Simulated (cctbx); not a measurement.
# Absolute structure of Pt3Br8

Space group P4_12_12 (no. 92), a = 11.0760 Å, b = 11.0760 Å, c = 10.0370 Å, α = 90.00°, β = 90.00°, γ = 90.00°.

```
atom  mult.       x       y       z  Ueq (Å²)
 Pt1      4  0.8766  0.8766       0    0.0039
 Pt2      8  0.3853  0.8627  0.9820    0.0040
 Br1      8  0.9031  0.1262  0.5253    0.0061
 Br2      8  0.3517  0.6192  0.5049    0.0063
 Br3      8  0.9128     5/8  0.5259    0.0069
 Br4      8  0.6472  0.8760  0.9986    0.0062
```

The model is made up (kin elements in a known structure type, no relaxation), so it says nothing on whether the phase exists.

Data sets are simulated with cctbx and refined with Bijvoet mates kept apart; Flack x is then fitted as the share of an inverted twin with the atoms fixed, Hooft y from the Bijvoet differences. The group has rotations alone, so the crystal has a hand.

Untwinned crystal. What Flack and Hooft values should come out?

```csv
λ (Å),extinction (unmodelled),d min (Å),top counts,error (%),model,R1,Flack x,s.u.,Hooft y,s.u.,pairs
0.71073,0,0.77,70000,1.5,as given,0.0076,-0.005,0.009,0.000,0.011,552
1.54184,0,0.83,20000,1.5,as given,0.0209,0.02,0.02,0.033,0.025,429
```

With Mo Kα, x is within 3 s.u. of 0, so the hand is right. With Cu Kα, x is within 3 s.u. of 0, so the hand is right.

A further crystal gives:

```
 λ (Å)  extinction (unmodelled)  d min (Å)  top counts  error (%)     model      R1  Flack x  s.u.  Hooft y   s.u.  pairs
0.7749                      0.3        0.8       20000          2  as given  0.0271     0.81  0.03    0.780  0.034    488
```

**Question.** What is it?

It was simulated as an inversion twin with a fraction 0.8 of the inverted domain. Flack x is over 3 s.u. from both 0 and 1 and reads that fraction.

[Logs are printed without paths, hosts, clocks, repeated set-up lines and the standing remarks that a program may print on its own settings, such as how far it seeks lower states.]
